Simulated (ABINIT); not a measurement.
Planning a run of ABINIT 10.8.3 on MgO (Fm-3m). The input:

```
acell 3*1.0 Angstrom
rprim 
  -0.000000000000 2.097001392700 2.097001392700
  2.097001392700 0.000000000000 2.097001392700
  2.097001392700 2.097001392700 0.000000000000
ntypat 2
znucl 12 8
natom 2
typat 1 2
xred 
  0.000000000000 0.000000000000 0.000000000000
  0.500000000000 0.500000000000 0.500000000000
pp_dirpath "pseudos"
pseudos "Mg.upf, O.upf"
ecut 38
ngkpt 4 4 4
nshiftk 1
shiftk 0 0 0
kptopt 1
chksymbreak 0
istwfk *1
occopt 1
irdwfk 1
optdriver 4
nband 21
gwcalctyp 28
ecutsigx 38
symsigma 0
nkptgw 8
kptgw 
  0.0000000000 0.0000000000 0.0000000000
  0.2500000000 0.0000000000 0.0000000000
  0.5000000000 0.0000000000 0.0000000000
  0.2500000000 0.2500000000 0.0000000000
  0.5000000000 0.2500000000 0.0000000000
  -0.2500000000 0.2500000000 0.0000000000
  0.5000000000 0.5000000000 0.0000000000
  -0.2500000000 0.5000000000 0.2500000000
bdgw 
  1 18
  1 18
  1 18
  1 18
  1 18
  1 18
  1 18
  1 18
ecuteps 4
irdscr 1
ppmodel 1
irdqps 1
rhoqpmix 0.3
indata_prefix "in"
outdata_prefix "out"
tmpdata_prefix "tmp"
```

```sh
OMP_NUM_THREADS=1 mpirun -n 4 abinit run.abi > log
```

Question: Estimate wall time and host memory on 4 MPI ranks of AMD EPYC 7571, shared host.

It took 55 s; on shared hardware allow 27 s to 1.8 min. Peak host memory was 0.69 GiB.

[Paths, hosts, dates, memory and timing lines, banners, echoed tables and standing remarks are left out of the program output.]

[Logs are printed without paths, hosts, clocks, repeated set-up lines and the standing remarks that a program may print on its own settings, such as how far it seeks lower states.]

[Runs of the session that timed out or met a known fault of the program may be left out.]

[Hosts, paths, dates, database ids (printed as entryN), source tags and the programs' standing remarks are cut or masked in the printed files.]

[G0W0 gaps are taken among the corrected bands and points alone; a level outside them can change the order at an edge.]

[Where Ansatz stands beside ABINIT at settings called matched, ABINIT's density can come from a denser mesh and the files from another edition; pairs whose starting gaps differed by over 0.03 eV were left out, so agreement reads better than it is.]
